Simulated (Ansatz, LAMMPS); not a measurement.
# Electronic structure of amorphous Cd12Hg24S36 (72 atoms), part 2 of 2

What does DFT give for amorphous Cd12Hg24S36 (72 atoms) as built?

Ansatz 0.2.0; Kohn-Sham DFT, PBE, PAW (set soft_2), plane waves.

The cell: 12 Cd, 24 Hg and 36 S. The quench rate of 30 K/ps is orders of magnitude faster than experiment. The starting topology of bonds comes from the classical model. Only the Γ point is sampled, in a cell whose shortest periodic width is 12 Å. No spin–orbit coupling is included.

So far: Set-up; How the cell was made; Plane-wave single point.

## Step 3: Plane-wave single point (continued)

Valence density in the bc plane at fractional x = 0.504, with atoms of Cd and Hg and S within 0.2 Å of it. It is the smooth field of the valence electrons, not physical close to the nuclei.

Ten steps, logarithmic in the rise over the least value, from '0' (0 e/Å³) to '9' (17 e/Å³), each cell a mean:
```
22222100000013566421000000111112333
42100000000001233210000000000125777
63100000000000111100000000000137998
42111000000000000000111221100125787
21111111000000000001125665211112343
00112233210000000000247997421111111
00013567531111100000147887421221100
00013677632222110001124554211111100
00012455421122111122322211000111110
10011222111111111234442100000135653
21122221000111111343343100000258985
22233321100122211234432100001258985
11233322100112111112211000001124542
01122221100011100000000000011111110
00001111100000000000000000111100000
00000000000000000000000111111000000
00000000000000011111113565310000000
00000000000000123332225899621000000
00000000000000134443225898520000000
00110000000000133433212454310000000
12232100000000122322100112221100000
23434310000001122210000012332100001
24324321000012455310000012332100001
23443310000014677521000001221100011
```
Columns run along b (12.3 Å), rows up along c (12.3 Å). Atoms in or near the plane, at fractional coordinates: Cd at (0.69, 0.24), Cd at (0.92, 0.53), Hg at (0.95, 0.89), Hg at (0.68, 0.75), S at (0.57, 0.56), S at (0.09, 0.06).

Within 0.4 eV of the Fermi level the largest share is S p (79 % of the projected weight).

## Step 4: Local order

Bonds and neighbours are counted at the geometry of the runs.

Density 6.45 g/cm³, 26.15 Å³ an atom.

g(r), total and by pair (bins of 0.2 Å):

```
r (Å)  total   S-S  S-Hg   S-Cd  Hg-Hg  Hg-Cd  Cd-Cd
 2.40   0.28  0.00  0.28   1.13   0.00   0.00   0.00
 2.60   4.38  0.00  7.62  11.05   0.00   0.00   0.00
 2.80   0.71  0.00  2.01   0.23   0.00   0.00   0.00
 3.00   0.58  1.70  0.28   0.20   0.28   0.00   0.00
 3.20   0.31  0.34  0.25   0.00   1.28   0.00   0.00
 3.40   0.28  0.20  0.07   0.00   1.82   0.00   0.00
 3.60   0.62  0.63  0.46   0.13   1.42   0.78   1.58
 3.80   0.82  0.89  0.78   0.00   1.43   1.61   0.00
 4.00   1.85  2.67  0.77   0.77   2.59   3.92   2.57
 4.20   2.01  3.07  1.07   1.08   1.49   3.85   4.13
 4.40   1.45  2.04  1.12   1.27   0.82   1.61   3.24
 4.60   1.04  1.26  1.06   0.91   1.00   0.73   1.00
 4.80   0.90  0.76  1.17   1.20   0.34   0.68   0.00
 5.00   0.89  0.51  1.12   1.31   0.95   0.63   0.00
 5.20   0.71  0.38  0.93   1.03   0.38   0.58   0.77
 5.40   0.75  0.67  0.90   0.83   0.79   0.53   0.00
 5.60   0.81  0.59  0.94   0.94   0.99   0.50   1.01
 5.80   0.70  0.48  0.90   0.77   0.31   0.77   0.93
 6.00   0.82  0.68  1.08   0.91   0.65   0.57   0.29
```

Bonds by pair of elements; cutoffs follow the first minimum of g(r), held within bounds set by covalent radii, and pairs that aren't listed don't count as bonded:

```csv
pair A-B,cutoff (Å),bonds,mean length (Å),spread (Å),shortest (Å),B about A,A about B
S-Hg,3.15,82,2.65,0.124,2.48,2.28,3.42
S-Cd,2.91,47,2.56,0.051,2.46,1.31,3.92
```

How many atoms have how many bonded neighbours:

```csv
element,mean,2,3,4,5
Cd,3.92,0,1,11,0
Hg,3.42,1,12,11,0
S,3.58,2,12,21,1
```

Bond angles, per cent of each kind in bins of 5°:

```
angle (°)  S-Hg-S  Cd-S-Hg  Hg-S-Hg  S-Cd-S  Cd-S-Cd
    60–65     1.0      0.0      0.0     0.0      0.0
    65–70     2.9      0.0      0.0     0.0      0.0
    70–75     0.0      0.0      4.2     0.0      0.0
    75–80     0.0      0.0      4.2     0.0      0.0
    80–85     3.9      3.6      6.9     0.0      0.0
    85–90     4.9      2.4      5.6     1.5      5.3
    90–95     5.8      8.4      9.7     1.5      0.0
   95–100     8.7      6.0      9.7     7.2      0.0
  100–105    12.6     18.1     13.9    21.7     10.5
  105–110    12.6     22.9      9.7    21.7     15.8
  110–115    14.6     13.3      1.4    21.7     26.3
  115–120     8.7      8.4      9.7    17.4     31.6
  120–125     5.8      4.8      6.9     7.2     10.5
  125–130     7.8      7.2      2.8     0.0      0.0
  130–135     4.9      1.2      1.4     0.0      0.0
  135–140     1.9      0.0      4.2     0.0      0.0
  140–145     0.0      0.0      2.8     0.0      0.0
  145–150     1.9      0.0      0.0     0.0      0.0
  150–155     0.0      1.2      0.0     0.0      0.0
  155–160     1.0      0.0      1.4     0.0      0.0
  160–165     0.0      0.0      2.8     0.0      0.0
  165–170     0.0      1.2      0.0     0.0      0.0
  170–175     1.0      1.2      2.8     0.0      0.0
```

Bond angles (no mean is given where the spread exceeds 20°):

| angle | count | mean (°) | spread (°) |
| --- | --- | --- | --- |
| S-Hg-S | 103 | 109 | 18.2 |
| Cd-S-Hg | 83 | 109 | 15.2 |
| Hg-S-Hg | 72 | - | - |
| S-Cd-S | 69 | 109 | 7.9 |
| Cd-S-Cd | 19 | 112 | 8.8 |

Bond length by coordination (bonds to H left out):

```csv
element,coordination,atoms,mean bond length (Å)
Cd,3,1,2.56
Cd,4,11,2.56
Hg,2,1,2.9
Hg,3,12,2.65
Hg,4,11,2.63
S,2,2,2.66
S,3,12,2.58
S,4,21,2.62
S,5,1,2.70
```

Rings of the network by King's shortest-path rule, up to 12 atoms, one path for each pair of neighbours; H, halogens, alkali and alkaline-earth atoms are left out, and the last column divides by all other atoms, bonded or not:

```
ring size (atoms)  rings  per network atom
                4      5             0.069
                6     53             0.736
                8     49             0.681
               10     10             0.139
```

First main peaks of g(r), for some of the pairs, lie near 2.6 Å (S-Hg), 2.6 Å (S-Cd) and 4.1 Å (Hg-Cd). With the cutoffs above, 92 % of Cd atoms have 4, 50 % of Hg atoms have 3 and 58 % of S atoms have 4 bonded neighbours. Rings of 6 atoms are the most common (45 % of those counted); sizes run from 4 to 10.

The surroundings of Hg29, which has 2 bonded neighbours where the commonest count for Hg is 3, nearest first, numbered as they follow in the input and with coordinates relative to it.

```csv
atom,x,y,z,distance (Å),bonds,Fx,Fy,Fz (eV/Å)
Hg29,0.00,0.00,0.00,0.00,2,-0.27,0.04,0.11
S49,1.31,2.32,0.71,2.76,4,-0.05,0.50,0.32
S57,2.24,-0.21,2.04,3.04,3,-0.21,0.25,0.21
S64,0.41,-3.17,-0.06,3.20,4,0.19,-0.41,-0.45
Hg34,-1.67,0.45,2.70,3.21,3,0.22,0.33,-0.21
Hg21,0.61,-2.28,2.33,3.31,4,0.02,0.23,0.23
Hg22,2.54,-2.07,-1.07,3.45,3,-0.13,0.48,-0.17
Hg17,-1.13,3.33,0.26,3.52,4,0.39,0.37,0.51
S62,2.93,0.14,-2.32,3.74,3,-0.15,-0.61,-0.08
Hg15,-1.85,-3.15,-1.36,3.90,4,0.05,0.79,-0.37
Cd2,-1.86,1.07,-3.29,3.93,4,0.56,-0.67,0.15
S66,-2.79,2.42,-1.39,3.95,4,-0.41,-0.29,-0.23
S56,0.63,1.43,-3.64,3.96,3,-0.34,0.16,-0.06
```

The column of bonds counts only the pairs S-Hg within 3.15 Å, S-Cd within 2.91 Å; other neighbours, such as metal atoms beside each other in a compound, aren't counted, and periodic images can show an atom twice.

## Step 5: Results

- free energy per atom: -6431.2610 eV/atom
- pressure: 0.74 GPa
- r.m.s. force component: 0.3403 eV/Å
- wall time of the 1 DFT run: 36 s

What this shows: 2 levels are partly filled, by over 2 % (at Γ alone): no clear gap opens at this level. Levels of broken or missing bonds inside a gap of the host would look the same. With the cutoffs above, 92 % of Cd atoms have 4, 50 % of Hg atoms have 3 and 58 % of S atoms have 4 bonded neighbours.

Caveats: The geometry was minimised with a classical potential after classical dynamics and isn't relaxed at this level: its force components are 0.34 eV/Å r.m.s.

[Logs are printed without paths, hosts, clocks, repeated set-up lines and the standing remarks that a program may print on its own settings, such as how far it seeks lower states.]

[Hosts, paths, dates, database ids (printed as entryN), source tags and the programs' standing remarks are cut or masked in the printed files.]
